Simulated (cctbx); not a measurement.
# Resonant diffraction in Ce4Se3O3

Space group Pmc2_1 (no. 26), a = 3.7600 Å, b = 10.4130 Å, c = 10.7380 Å, α = 90.00°, β = 90.00°, γ = 90.00°.

```
atom  mult.    x       y       z  Ueq (Å²)
 Ce1      2  1/2  0.4097  0.9857    0.0030
 Ce2      2    0  0.0765  0.0165    0.0031
 Ce3      2    0  0.7139  0.8411    0.0024
 Ce4      2  1/2  0.7883  0.1579    0.0032
 Se1      2  1/2  0.8862  0.9473    0.0040
 Se2      2    0  0.6153  0.0576    0.0017
 Se3      2  1/2  0.5470  0.7794    0.0046
  O1      2    0  0.9350  0.2100    0.0054
  O2      2    0  0.3017  0.8804    0.0040
  O3      2  1/2  0.1967  0.1202    0.0056
```

The model was made for the exercise: a known structure type with other elements put in, its volume estimated, not relaxed; displacement parameters are assumed.

Calculated with cctbx: free-atom f′ and f″ from the Sasaki tables, no fine structure; amplitudes in electrons.

| E (eV) | F 0 2 1 | F 0 1 0 | F 0 3 0 | F 0 1 3 |
| --- | --- | --- | --- | --- |
| 12058 | 53.3 | 37.3 | 5.6 | 244.8 |
| 12408 | 53.5 | 35.8 | 4.6 | 245.7 |
| 12538 | 53.7 | 34.4 | 3.8 | 246.4 |
| 12598 | 53.8 | 33.1 | 3.0 | 247.2 |
| 12628 | 54.0 | 31.8 | 2.3 | 247.9 |
| 12643 | 54.2 | 30.4 | 1.8 | 248.6 |
| 12650 | 54.4 | 29.2 | 1.5 | 249.3 |
| 12654 | 54.5 | 28.0 | 1.6 | 250.0 |
| 12662 | 54.1 | 28.2 | 2.7 | 252.1 |
| 12666 | 53.8 | 29.7 | 2.5 | 251.2 |
| 12673 | 53.6 | 31.0 | 2.7 | 250.4 |
| 12688 | 53.4 | 32.5 | 3.1 | 249.6 |
| 12718 | 53.2 | 33.9 | 3.7 | 248.8 |
| 12808 | 53.0 | 35.8 | 4.7 | 247.7 |
| 13058 | 52.7 | 37.8 | 5.8 | 246.4 |

**Question.** Which edge is crossed, and why do the reflections move as they do?

The K edge of Se. The edge is at 12658 eV. f′ of Se falls from -4.2 e at 12538 eV to -7.6 e at 4 eV below it, and f″ steps from 0.50 to 3.84 e across it. Over that approach |F| changes by +1 % (0 2 1), -19 % (0 1 0), -58 % (0 3 0) and +1 % (0 1 3): a reflection falls where Se scatters in phase with the total and rises where it scatters against it; it hardly moves where the Se term is small or cancels by symmetry or lies in quadrature to the total. The f″ term interferes with the normal scattering with opposite sign for the two Friedel mates. The largest Friedel difference in the scan is 1.9 % of the mean (0 2 1, at 12718 eV).

[Logs are printed without paths, hosts, clocks, repeated set-up lines and the standing remarks that a program may print on its own settings, such as how far it seeks lower states.]
